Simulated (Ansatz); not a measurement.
# Direct or indirect: KZnF3 (Pm-3m)

```cif
data_structure
_symmetry_space_group_name_H-M 'Pm-3m'
_symmetry_Int_Tables_number 221
_cell_length_a 4.0500
_cell_length_b 4.0500
_cell_length_c 4.0500
_cell_angle_alpha 90.000
_cell_angle_beta 90.000
_cell_angle_gamma 90.000
_cell_volume 66.43
loop_
_atom_site_label
_atom_site_type_symbol
_atom_site_symmetry_multiplicity
_atom_site_Wyckoff_symbol
_atom_site_fract_x
_atom_site_fract_y
_atom_site_fract_z
_atom_site_occupancy
Zn1 Zn 1 b 0.50000 0.50000 0.50000 1
K1 K 1 a 0.00000 0.00000 0.00000 1
F1 F 3 c 0.50000 0.00000 0.50000 1
```

Method: Ansatz, PBE, independent particles, without spin-orbit coupling, line width 0.1 eV (Gaussian). The band structure gives a fundamental gap of 3.86 eV. The spectrum of vertical transitions near the edge:

```
E (eV)  Im ε, E ∥ xyz
  3.42           0.00
  3.60           0.00
  3.78           0.00
  3.96           0.00
  4.14           0.00
  4.32           0.00
  4.50           0.00
  4.68           0.00
  4.86           0.00
  5.04           0.00
  5.22           0.00
  5.40           0.00
  5.58           0.01
  5.76           0.24
  5.94           0.50
  6.12           0.67
  6.30           0.80
  6.48           0.92
  6.66           1.03
  6.84           1.12
```

Problem. Is the gap direct or indirect, and about where do vertical transitions set in?

Solution. Indirect, by the band path, whose least direct gap is 5.69 eV. The curves fit this: they stay near zero above 3.86 eV and rise only from about 5.7 eV, though a forbidden direct transition would look alike. Lines are broadened by 0.1 eV, which spreads the edge, and phonons, which would give weak absorption from the fundamental gap up, are left out.

[Logs are printed without paths, hosts, clocks, repeated set-up lines and the standing remarks that a program may print on its own settings, such as how far it seeks lower states.]
